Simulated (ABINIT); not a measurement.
# Quasiparticle gap of CsMgF3 (Pm-3m) in ABINIT, part 3 of 3

Wanted: ground state, empty states, screening and self-energy for CsMgF3 (Pm-3m).

ABINIT 10.8.3; LDA and many-body steps on it, plane waves. Known limits of the many-body steps: not at the basis limit; no spin-orbit coupling; coarse k mesh.

So far. Step 4 (Empty states on the mesh, 2×2×2 mesh, 55 bands): On this mesh the gap is 6.388 eV. Step 5 (Screening, 2×2×2 mesh, 51 bands, screening to 87.1 eV): Local fields lower ε∞ by 9 %. On a Γ-centred mesh this coarse the value itself is usually too large, while a short band sum pulls it down.

## Step 6: Self-energy, 2×2×2 mesh, 51 bands, screening to 87.1 eV

The self-energy is evaluated for the states that the input lists, and the levels follow from it, in one-shot runs by the linearised quasiparticle equation.

This step: G0W0 on LDA, plane waves, norm-conserving pseudopotentials.

run.abi reads:

```
acell 3*1.0 Angstrom
rprim 
  4.252307000000 0.000000000000 0.000000000000
  0.000000000000 4.252307000000 0.000000000000
  0.000000000000 0.000000000000 4.252307000000
ntypat 3
znucl 55 12 9
natom 5
typat 1 2 3 3 3
xred 
  0.000000000000 0.000000000000 0.000000000000
  0.500000000000 0.500000000000 0.500000000000
  0.000000000000 0.500000000000 0.500000000000
  0.500000000000 0.000000000000 0.500000000000
  0.500000000000 0.500000000000 0.000000000000
pp_dirpath "pseudos"
pseudos "Cs.upf, Mg.upf, F.upf"
ecut 38
ngkpt 2 2 2
nshiftk 1
shiftk 0 0 0
kptopt 1
chksymbreak 0
istwfk *1
occopt 1
irdwfk 1
optdriver 4
nband 51
gwcalctyp 0
ecutsigx 38
symsigma 1
nkptgw 1
kptgw 
  0.0000000000 0.0000000000 0.0000000000
bdgw 
  18 23
ecuteps 3.2
irdscr 1
ppmodel 1
indata_prefix "in"
outdata_prefix "out"
tmpdata_prefix "tmp"
```

On the command line:

```console
OMP_NUM_THREADS=1 mpirun -n 4 abinit run.abi > log
```

Numbers of over 12 decimals in the logs are rounded to 6 here.

Log:

```text
.Version 10.8.3 of ABINIT. v10.8.2 released Aug 2026.

 Symmetries : space group Pm -3 m (#221); Bravais cP (primitive cubic)
[... echo of the input left out ...]
== DATASET  1 ==================================================================
-   mpi_nproc: 4, omp_nthreads: 1 (-1 if OMP is not activated)

--- !DatasetInfo
iteration_state: {dtset: 1, }
dimensions: {natom: 5, nkpt: 4, mband: 51, nsppol: 1, nspinor: 1, nspden: 1, mpw: 5846, }
cutoff_energies: {ecut:  38.0, pawecutdg:  -1.0, }
electrons: {nelect:   4.00000000E+01, charge:   0.00000000E+00, occopt:   1.00000000E+00, tsmear:   1.00000000E-02, }

 SIGMA: Calculation of the GW corrections

 Based on a program developped by R.W. Godby, V. Olevano, G. Onida, and L. Reining.
 Incorporated in ABINIT by V. Olevano, G.-M. Rignanese, and M. Torrent.
.Using double precision arithmetic ; gwpc =  8

[... cell and pseudopotentials left out ...]
--------------------------------------------------------------------------------

 ==== K-mesh for the wavefunctions ====
 Number of points in the irreducible wedge :     4
[... list of points left out ...]
 Together with 48 symmetry operations and time-reversal symmetry
 yields     8 points in the full Brillouin Zone.

 ==== Q-mesh for screening function ====
 Number of points in the irreducible wedge :     4
[... list of points left out ...]
 Together with 48 symmetry operations and time-reversal symmetry
 yields     8 points in the full Brillouin Zone.

 vcoul_init : cutoff-mode = AUXILIARY_FUNCTION
 q-points for optical limit:   1
     1)      0.000010    0.000020    0.000030
 setmesh: FFT mesh size selected  =    45x   45x   45
          total number of points  =        91125

 Number of electrons calculated from density =   40.0000; Expected =   40.0000
 average of density, n =  0.077088
 r_s =    1.4576
 omega_plasma =   26.7825 [eV]

 === KS Band Gaps ===
  >>>> For spin  1
   Minimum direct gap =   6.3877 [eV], located at k-point      :   0.0000  0.0000  0.0000
   Fundamental gap    =   6.3877 [eV], Top of valence bands at :   0.0000  0.0000  0.0000
                                       Bottom of conduction at :   0.0000  0.0000  0.0000
 SIGMA fundamental parameters:
 PLASMON POLE MODEL  1
 number of plane-waves for SigmaX                 5743
 number of plane-waves for SigmaC and W            147
 number of plane-waves for wavefunctions          5743
 number of bands                                    51
 number of independent spin polarizations            1
 number of spinorial components                      1
 number of k-points in IBZ                           4
 number of q-points in IBZ                           4
 number of symmetry operations                      48
 number of k-points in BZ                            8
 number of q-points in BZ                            8
 number of frequencies for dSigma/dE                 9
 frequency step for dSigma/dE [eV]                0.25
 number of omega for Sigma on real axis              0
 max omega for Sigma on real axis  [eV]           0.00
 zcut for avoiding poles [eV]                     0.10

 EPSILON^-1 parameters (SCR file):
 dimension of the eps^-1 matrix on file            147
 dimension of the eps^-1 matrix used               147
 number of plane-waves for wavefunctions          5743
 number of bands                                    51
 number of q-points in IBZ                           4
 number of frequencies                               2
 number of real frequencies                          1
 number of imag frequencies                          1

 matrix elements of self-energy operator (all in [eV])

 Perturbative Calculation

--- !SelfEnergy_ee
iteration_state: {dtset: 1, }
kpoint     : [   0.000,    0.000,    0.000, ]
spin       : 1
KS_gap     :    6.388
QP_gap     :   10.447
Delta_QP_KS:    4.059
data: !SigmaeeData |
     Band     E0 <VxcDFT>   SigX SigC(E0)      Z dSigC/dE  Sig(E)    E-E0       E
       18   0.605 -21.315 -28.249   4.870   0.808  -0.237 -22.984  -1.669  -1.063
       19   0.605 -21.315 -28.249   4.870   0.808  -0.237 -22.984  -1.669  -1.063
       20   0.605 -21.315 -28.249   4.870   0.808  -0.237 -22.984  -1.669  -1.063
       21   6.993 -11.420  -6.098  -2.613   0.882  -0.133  -9.030   2.391   9.384
       22   9.067  -9.117  -4.141  -2.550   0.882  -0.134  -6.978   2.139  11.206
       23   9.067  -9.117  -4.141  -2.550   0.882  -0.134  -6.978   2.139  11.206

== END DATASET(S) ==============================================================
================================================================================

 -outvars: echo values of variables after computation  --------
           etotal      0.0000000000E+00
            nband          51
             nkpt           4
          spgroup         221
 [... the other variables as echoed above ...]

 Calculation completed.
```

Wall time 6.3 s (4 MPI ranks of Arm Neoverse N1, shared host); peak memory 0.67 GiB.

This step gave:

| Property | Result |
| --- | --- |
| G0W0 gap on the points computed | 10.45 eV |
| starting gap on the mesh | 6.388 eV |
| k of the valence top | 0, 0, 0 |
| k of the conduction bottom | 0, 0, 0 |
| Z at the valence top | 0.808 |
| Z at the conduction bottom | 0.882 |
| least direct G0W0 gap on the computed points | 10.45 eV |

The gap on the mesh goes from 6.39 eV to 10.45 eV, a correction of +4.06 eV.

Limits: finite bands, cutoff and mesh; no spin-orbit coupling; coarse k mesh. v1 is the top filled band, c1 the lowest empty one. The levels before and after the correction (eV, zero at the valence-band top of each column):

```
           conduction bottom  valence top
Kohn-Sham               6.39         0.00
     G0W0              10.45         0.00
```

```
             level  energy (eV)
Kohn-Sham  Γ v3-v1        0.000
Kohn-Sham     Γ c1        6.388
Kohn-Sham  Γ c2-c3        8.462
     G0W0  Γ v3-v1        0.000
     G0W0     Γ c1       10.447
     G0W0  Γ c2-c3       12.269
```

## Step 7: Where the time went

Times are wall times on 4 MPI ranks of Arm Neoverse N1, shared host, good to a factor of about two.

```
                          step   time  share  memory (GiB)
                  ground state   57 s   32 %          0.38
bands along the symmetry lines   81 s   45 %           0.4
      empty states on the mesh   23 s   13 %           0.3
                     screening   12 s    7 %          0.76
                   self-energy  6.3 s    4 %          0.67
```

## Step 8: Outcome

| Quantity | Value |
| --- | --- |
| LDA gap | 6.39 eV, direct |
| G0W0 gap on the mesh | 10.45 eV |
| GW settings | 2×2×2 mesh, 51 bands, screening to 87.1 eV, Godby-Needs plasmon pole |
| known limits | not at the basis limit; no spin-orbit coupling; coarse k mesh |

G0W0 moves the gap on the mesh from 6.39 eV to 10.45 eV (+4.06 eV), with Z of 0.81 and 0.88 at the edges. Local fields lower the RPA ε∞ on this mesh from 2.67 to 2.44; a Γ-centred mesh this coarse tends to raise both, most where the direct gap is narrow, while a short band sum lowers them. Only 1 of the mesh's irreducible points was corrected, so a valley elsewhere could overtake. Bands and cutoff are finite, so the gap is not at the basis limit. The miss can reach some tenths of an eV and take either sign; the mesh is an error of its own. In the G0W0 run levels were corrected at 1 k point alone, so a gap called «on the mesh» is the least over those, and an edge elsewhere would be missed. The 2×2×2 mesh is coarse for this cell, which bears on the long-range parts of exchange and screening. This is the ideal cubic cell; many perovskites, halides above all, are cubic only on average, and local tilts or off-centring can widen the gap. The many-body steps are scalar-relativistic: spin-orbit coupling is not in them.

[Paths, hosts, dates, memory and timing lines, banners, echoed tables and standing remarks are left out of the program output.]

[Logs are printed without paths, hosts, clocks, repeated set-up lines and the standing remarks that a program may print on its own settings, such as how far it seeks lower states.]

[Runs of the session that timed out or met a known fault of the program may be left out.]

[Hosts, paths, dates, database ids (printed as entryN), source tags and the programs' standing remarks are cut or masked in the printed files.]

[G0W0 gaps are taken among the corrected bands and points alone; a level outside them can change the order at an edge.]

[Where Ansatz stands beside ABINIT at settings called matched, ABINIT's density can come from a denser mesh and the files from another edition; pairs whose starting gaps differed by over 0.03 eV were left out, so agreement reads better than it is.]
